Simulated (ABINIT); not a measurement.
# A GW chain in ABINIT: LiH (Fm-3m), part 2 of 2

Wanted: ground state, empty states, screening and self-energy for LiH (Fm-3m).

ABINIT 10.8.3; PBE and many-body steps on it, plane waves. Known limits of the many-body steps: not at the basis limit.

So far. Step 2 (Ground state): The gap is direct, at (0.500, 0.500, 0.000). Step 3 (Bands along the symmetry lines): The gap is 3.022 eV, as in the run before at this level.

The database entry behind the starting cell differs from later determinations by our own check (the deuteride, about 0.2 % short), so it need not match the best structure at ambient conditions.

### 4. Empty states on the mesh, 6×6×6 mesh, 48 bands

Level of this step: DFT, PBE, plane waves, norm-conserving pseudopotentials (ABINIT).

The sums over transitions need many empty states on a uniform mesh; this step solves for them.

run.abi

```
acell 3*1.0 Angstrom
rprim 
  0.000000000000 2.036750000000 2.036750000000
  2.036750000000 -0.000000000000 2.036750000000
  2.036750000000 2.036750000000 -0.000000000000
ntypat 2
znucl 3 1
natom 2
typat 1 2
xred 
  0.000000000000 0.000000000000 0.000000000000
  0.500000000000 0.500000000000 0.500000000000
pp_dirpath "pseudos"
pseudos "Li.upf, H.upf"
ecut 33
ngkpt 6 6 6
nshiftk 1
shiftk 0 0 0
kptopt 1
chksymbreak 0
irdden 1
istwfk *1
nband 48
prtvol 0
optdriver 6
gwr_task "HDIAGO"
paral_kgb 0
occopt 1
indata_prefix "in"
outdata_prefix "out"
tmpdata_prefix "tmp"
```

On the command line:

```bash
OMP_NUM_THREADS=1 mpirun -n 8 abinit run.abi > log
```

Numbers of over 12 decimals in the logs are rounded to 6 here.

Log:

```text
[banner, memory and clock lines left out]
.Version 10.8.3 of ABINIT. v10.8.2 released Aug 2026.

 Symmetries : space group Fm -3 m (#225); Bravais cF (face-center cubic)
[... echo of the input left out ...]
== DATASET  1 ==================================================================
-   mpi_nproc: 8, omp_nthreads: 1 (-1 if OMP is not activated)

--- !DatasetInfo
iteration_state: {dtset: 1, }
dimensions: {natom: 2, nkpt: 16, mband: 48, nsppol: 1, nspinor: 1, nspden: 1, mpw: 1056, }
cutoff_energies: {ecut:  33.0, pawecutdg:  -1.0, }
electrons: {nelect:   4.00000000E+00, charge:   0.00000000E+00, occopt:   1.00000000E+00, tsmear:   1.00000000E-02, }

.Using double precision arithmetic; gwpc =  8

- Reading GS density from: in_DEN

--- Pseudopotential description ------------------------------------------------
- Li Generated using ONCVPSP code by D. R. Hamann
-  3.00000   3.00000  171031                  znucl, zion, pspdat
12 -101130 1 -1 1944                          pspcod,pspxc,lmax,lloc,mmax
     nproj     2     2
  pspatm : epsatm=    2.74360059
         --- l  ekb(1:nproj) -->
             0   -4.951544   -1.544797
             1   -2.250661   -0.474685
 pspatm: atomic psp has been read  and splines computed

- H Generated using ONCVPSP code by D. R. Hamann
-  1.00000   1.00000  171031                  znucl, zion, pspdat
12 -101130 1 -1 1166                          pspcod,pspxc,lmax,lloc,mmax
     nproj     2     1
  pspatm : epsatm=    0.36186929
         --- l  ekb(1:nproj) -->
             0   -1.701123   -0.534484
             1   -0.503321
 pspatm: atomic psp has been read  and splines computed

   1.24218795E+01                                ecore*ucvol(ha*bohr**3)

 Total charge density [el/Bohr^3]
)     Maximum=    2.7888E+00  at reduced coord.    0.0000    0.0000    0.0000
)     Minimum=    6.8615E-03  at reduced coord.    0.2667    0.2333    0.2333
   Integrated=    4.0000E+00

 === KS gaps after direct diagonalization ===
 Direct band gap semiconductor
 Fundamental gap:     3.022 (eV)
   VBM:    -0.348 (eV) at k: [ 5.0000E-01,  5.0000E-01,  0.0000E+00]
   CBM:     2.674 (eV) at k: [ 5.0000E-01,  5.0000E-01,  0.0000E+00]
 Direct gap:         3.022 (eV) at k: [ 5.0000E-01,  5.0000E-01,  0.0000E+00]

== END DATASET(S) ==============================================================

 -outvars: echo values of variables after computation  --------
           etotal      0.0000000000E+00
            nband          48
             nkpt          16
          spgroup         225
 [... the other variables as echoed above ...]

 Calculation completed.
```

Wall time 3.5 s (8 MPI ranks of Arm Neoverse V2, shared host); peak memory 0.93 GiB; 27 s of CPU time.

Numbers from this step:

```yaml
gap: 3.022 eV
k_of_the_valence_top: 0.5, 0.5, 0
k_of_the_conduction_bottom: 0.5, 0.5, 0
least_direct_gap: 3.022 eV
k_points_computed: 16
lowest_point_of_the_top_converged_band_above_the_valence_top: 85.7791 eV
```

On this mesh the gap is 3.022 eV.

### 5. Screening, 6×6×6 mesh, 40 bands, screening to 163.3 eV

The RPA dielectric matrix is built and inverted for each q.

This step: RPA screening on PBE, plane waves, norm-conserving pseudopotentials.

Changes to run.abi since step 4:

```diff
@@ -20,10 +20,11 @@
 chksymbreak 0
-irdden 1
 istwfk *1
-nband 48
-prtvol 0
-optdriver 6
-gwr_task "HDIAGO"
-paral_kgb 0
 occopt 1
+irdwfk 1
+optdriver 3
+nband 40
+ecuteps 6
+inclvkb 2
+awtr 1
+symchi 1
 indata_prefix "in"
```

Log:

```text
.Version 10.8.3 of ABINIT. v10.8.2 released Aug 2026.

 Symmetries : space group Fm -3 m (#225); Bravais cF (face-center cubic)
[... echo of the input left out ...]
== DATASET  1 ==================================================================
-   mpi_nproc: 8, omp_nthreads: 1 (-1 if OMP is not activated)

--- !DatasetInfo
iteration_state: {dtset: 1, }
dimensions: {natom: 2, nkpt: 16, mband: 40, nsppol: 1, nspinor: 1, nspden: 1, mpw: 1056, }
cutoff_energies: {ecut:  33.0, pawecutdg:  -1.0, }
electrons: {nelect:   4.00000000E+00, charge:   0.00000000E+00, occopt:   1.00000000E+00, tsmear:   1.00000000E-02, }

 SCREENING: Calculation of the susceptibility and dielectric matrices

 Based on a program developped by R.W. Godby, V. Olevano, G. Onida, and L. Reining.
 Incorporated in ABINIT by V. Olevano, G.-M. Rignanese, and M. Torrent.
.Using double precision arithmetic ; gwpc =  8

[... cell and pseudopotentials left out ...]
--------------------------------------------------------------------------------

 ==== K-mesh for the wavefunctions ====
 Number of points in the irreducible wedge :    16
[... list of points left out ...]
 Together with 48 symmetry operations and time-reversal symmetry
 yields   216 points in the full Brillouin Zone.

 ==== Q-mesh for the screening function ====
 Number of points in the irreducible wedge :    16
[... list of points left out ...]
 Together with 48 symmetry operations and time-reversal symmetry
 yields   216 points in the full Brillouin Zone.

 setmesh: FFT mesh size selected  =    20x   20x   20
          total number of points  =         8000

 vcoul_init : cutoff-mode = AUXILIARY_FUNCTION
 q-points for optical limit:   1
     1)      0.000010    0.000020    0.000030

- screening: taking advantage of time-reversal symmetry
- Maximum band index for partially occupied states nbvw = 2
- Remaining bands to be divided among processors   nbcw = 38
- Number of bands treated by each node ~4

 Number of electrons calculated from density =    4.0000; Expected =    4.0000
 average of density, n =  0.035077
 r_s =    1.8951
 omega_plasma =   18.0662 [eV]

 calculating chi0 at frequencies [eV] :
  1    0.000000E+00    0.000000E+00
  2    0.000000E+00    1.806615E+01

--------------------------------------------------------------------------------
  q-point number  1        q = ( 0.000000, 0.000000, 0.000000) [r.l.u.]
--------------------------------------------------------------------------------
[... chi0 elements left out ...]
 For q-point:  0.000010 0.000020 0.000030
  dielectric constant =   4.1828
  dielectric constant without local fields =   4.5868

  Average fulfillment of the sum rule on Im[epsilon] for q-point    1 :     77.49  [%]
[... wings left out ...]
  q-point number  2        q = ( 0.166667, 0.000000, 0.000000) [r.l.u.]
--------------------------------------------------------------------------------
[... chi0 elements left out ...]
  Average fulfillment of the sum rule on Im[epsilon] for q-point    2 :     90.18  [%]

 [... 14 further q-points ...]
```

Wall time 2.3 s (8 MPI ranks); peak memory 0.09 GiB.

Numbers from this step:

```yaml
eps_infinity_with_local_fields_on_this_mesh_along_the_program_s_q_direction: 4.183
the_same_without_local_fields: 4.587
plasma_frequency: 18.07 eV
plane_waves_in_the_screening_matrix: 65
```

Local fields lower ε∞ by 9 %.

### 6. Self-energy, 6×6×6 mesh, 40 bands, screening to 163.3 eV

The self-energy is evaluated for the states that the input lists, and the levels follow from it, in one-shot runs by the linearised quasiparticle equation.

This step: G0W0 on PBE, plane waves, norm-conserving pseudopotentials.

Changes to run.abi since step 5:

```diff
@@ -23,8 +23,17 @@
 irdwfk 1
-optdriver 3
+optdriver 4
 nband 40
+gwcalctyp 0
+ecutsigx 33
+symsigma 1
+nkptgw 2
+kptgw 
+  0.5000000000 0.5000000000 0.0000000000
+  0.0000000000 0.0000000000 0.0000000000
+bdgw 
+  1 5
+  1 6
 ecuteps 6
-inclvkb 2
-awtr 1
-symchi 1
+irdscr 1
+ppmodel 1
 indata_prefix "in"
```

Log:

```text
.Version 10.8.3 of ABINIT. v10.8.2 released Aug 2026.

 Symmetries : space group Fm -3 m (#225); Bravais cF (face-center cubic)
[... echo of the input left out ...]
== DATASET  1 ==================================================================
-   mpi_nproc: 8, omp_nthreads: 1 (-1 if OMP is not activated)

--- !DatasetInfo
iteration_state: {dtset: 1, }
dimensions: {natom: 2, nkpt: 16, mband: 40, nsppol: 1, nspinor: 1, nspden: 1, mpw: 1056, }
cutoff_energies: {ecut:  33.0, pawecutdg:  -1.0, }
electrons: {nelect:   4.00000000E+00, charge:   0.00000000E+00, occopt:   1.00000000E+00, tsmear:   1.00000000E-02, }

 SIGMA: Calculation of the GW corrections

 Based on a program developped by R.W. Godby, V. Olevano, G. Onida, and L. Reining.
 Incorporated in ABINIT by V. Olevano, G.-M. Rignanese, and M. Torrent.
.Using double precision arithmetic ; gwpc =  8

[... cell and pseudopotentials left out ...]
--------------------------------------------------------------------------------

 ==== K-mesh for the wavefunctions ====
 Number of points in the irreducible wedge :    16
[... list of points left out ...]
 Together with 48 symmetry operations and time-reversal symmetry
 yields   216 points in the full Brillouin Zone.

 ==== Q-mesh for screening function ====
 Number of points in the irreducible wedge :    16
[... list of points left out ...]
 Together with 48 symmetry operations and time-reversal symmetry
 yields   216 points in the full Brillouin Zone.

 vcoul_init : cutoff-mode = AUXILIARY_FUNCTION
 q-points for optical limit:   1
     1)      0.000010    0.000020    0.000030
 setmesh: FFT mesh size selected  =    30x   30x   30
          total number of points  =        27000

 Number of electrons calculated from density =    4.0000; Expected =    4.0000
 average of density, n =  0.035077
 r_s =    1.8951
 omega_plasma =   18.0662 [eV]

 === KS Band Gaps ===
  >>>> For spin  1
   Minimum direct gap =   3.0221 [eV], located at k-point      :   0.5000  0.5000  0.0000
   Fundamental gap    =   3.0221 [eV], Top of valence bands at :   0.5000  0.5000  0.0000
                                       Bottom of conduction at :   0.5000  0.5000  0.0000
 SIGMA fundamental parameters:
 PLASMON POLE MODEL  1
 number of plane-waves for SigmaX                 1037
 number of plane-waves for SigmaC and W             65
 number of plane-waves for wavefunctions          1037
 number of bands                                    40
 number of independent spin polarizations            1
 number of spinorial components                      1
 number of k-points in IBZ                          16
 number of q-points in IBZ                          16
 number of symmetry operations                      48
 number of k-points in BZ                          216
 number of q-points in BZ                          216
 number of frequencies for dSigma/dE                 9
 frequency step for dSigma/dE [eV]                0.25
 number of omega for Sigma on real axis              0
 max omega for Sigma on real axis  [eV]           0.00
 zcut for avoiding poles [eV]                     0.10

 EPSILON^-1 parameters (SCR file):
 dimension of the eps^-1 matrix on file             65
 dimension of the eps^-1 matrix used                65
 number of plane-waves for wavefunctions          1037
 number of bands                                    40
 number of q-points in IBZ                          16
 number of frequencies                               2
 number of real frequencies                          1
 number of imag frequencies                          1

 matrix elements of self-energy operator (all in [eV])

 Perturbative Calculation

--- !SelfEnergy_ee
iteration_state: {dtset: 1, }
kpoint     : [   0.500,    0.500,    0.000, ]
spin       : 1
KS_gap     :    3.022
QP_gap     :    4.853
Delta_QP_KS:    1.831
data: !SigmaeeData |
     Band     E0 <VxcDFT>   SigX SigC(E0)      Z dSigC/dE  Sig(E)    E-E0       E
        1 -44.599 -25.708 -39.768   5.202   0.784  -0.276 -32.651  -6.943 -51.541
        2  -0.348 -11.307 -14.604   1.649   0.771  -0.297 -12.578  -1.270  -1.618
        3   2.674  -7.646  -3.654  -3.301   0.810  -0.235  -7.086   0.560   3.234
        4  10.239  -8.235  -2.665  -4.458   0.778  -0.285  -7.369   0.865  11.105
        5  10.239  -8.235  -2.665  -4.458   0.778  -0.285  -7.369   0.865  11.105

--- !SelfEnergy_ee
iteration_state: {dtset: 1, }
kpoint     : [   0.000,    0.000,    0.000, ]
spin       : 1
KS_gap     :   20.729
QP_gap     :   22.930
Delta_QP_KS:    2.201
data: !SigmaeeData |
     Band     E0 <VxcDFT>   SigX SigC(E0)      Z dSigC/dE  Sig(E)    E-E0       E
        1 -44.649 -25.626 -39.706   5.184   0.777  -0.287 -32.539  -6.913 -51.562
        2  -5.602  -9.916 -15.613   3.478   0.713  -0.402 -11.498  -1.581  -7.183
        3  15.128 -11.719  -4.658  -6.126   0.663  -0.509 -11.099   0.620  15.747
        4  17.057  -8.963  -2.437  -5.364   0.701  -0.427  -8.149   0.814  17.871
        5  17.057  -8.963  -2.437  -5.364   0.701  -0.427  -8.149   0.814  17.871
        6  17.057  -8.963  -2.437  -5.364   0.701  -0.427  -8.149   0.814  17.871

== END DATASET(S) ==============================================================
================================================================================

 -outvars: echo values of variables after computation  --------
           etotal      0.0000000000E+00
            nband          40
             nkpt          16
          spgroup         225
 [... the other variables as echoed above ...]

 Calculation completed.
```

It took 1.7 s on 8 MPI ranks; peak memory 0.11 GiB; 13 s of CPU time.

Numbers from this step:

- G0W0 gap on the points computed: 4.852 eV
- starting gap on the mesh: 3.022 eV
- k of the valence top: 0.5, 0.5, 0
- k of the conduction bottom: 0.5, 0.5, 0
- Z at the valence top: 0.771
- Z at the conduction bottom: 0.81
- least direct G0W0 gap on the computed points: 4.852 eV

The gap on the mesh goes from 3.02 eV to 4.85 eV, a correction of +1.83 eV.

Limits: finite bands, cutoff and mesh. v1 is the top filled band, c1 the lowest empty one. The levels before and after the correction (eV, zero at the valence-band top of each column):

```csv
,conduction bottom,valence top
Kohn-Sham,3.02,0.00
G0W0,4.85,0.00
```

```csv
,level,energy (eV)
Kohn-Sham,(0.5 0.5 0) v2,-44.251
Kohn-Sham,(0.5 0.5 0) v1,0.000
Kohn-Sham,(0.5 0.5 0) c1,3.022
Kohn-Sham,(0.5 0.5 0) c2-c3,10.588
G0W0,(0.5 0.5 0) v2,-49.923
G0W0,(0.5 0.5 0) v1,0.000
G0W0,(0.5 0.5 0) c1,4.852
G0W0,(0.5 0.5 0) c2-c3,12.723
```

### 7. Where the time went

Times are wall times on 8 MPI ranks of Arm Neoverse V2, shared host, good to a factor of about two.

```csv
step,time,share,memory (GiB)
ground state,1.8 s,17 %,0.07
bands along the symmetry lines,1.7 s,15 %,0.07
empty states on the mesh,3.5 s,32 %,0.93
screening,2.3 s,21 %,0.09
self-energy,1.7 s,15 %,0.11
```

### 8. What came out

```json
{
  "PBE gap": "3.02 eV, direct",
  "G0W0 gap on the mesh": "4.85 eV",
  "GW settings": "6×6×6 mesh, 40 bands, screening to 163.3 eV, Godby-Needs plasmon pole",
  "known limits": "not at the basis limit"
}
```

G0W0 moves the gap on the mesh from 3.02 eV to 4.85 eV (+1.83 eV), with Z of 0.77 and 0.81 at the edges. Local fields lower the RPA ε∞ on this mesh from 4.59 to 4.18. Only 2 of the mesh's irreducible points were corrected, so a valley elsewhere could overtake. The dearest step here is «empty states on the mesh». Bands and cutoff are finite, so the gap is not at the basis limit. The miss can reach some tenths of an eV and take either sign; the mesh is an error of its own. In the G0W0 run levels were corrected at 2 k points alone, so a gap called «on the mesh» is the least over those, and an edge elsewhere would be missed.

[Paths, hosts, dates, memory and timing lines, banners, echoed tables and standing remarks are left out of the program output.]

[Logs are printed without paths, hosts, clocks, repeated set-up lines and the standing remarks that a program may print on its own settings, such as how far it seeks lower states.]

[Runs of the session that timed out or met a known fault of the program may be left out.]

[Hosts, paths, dates, database ids (printed as entryN), source tags and the programs' standing remarks are cut or masked in the printed files.]

[G0W0 gaps are taken among the corrected bands and points alone; a level outside them can change the order at an edge.]

[Where Ansatz stands beside ABINIT at settings called matched, ABINIT's density can come from a denser mesh and the files from another edition; pairs whose starting gaps differed by over 0.03 eV were left out, so agreement reads better than it is.]
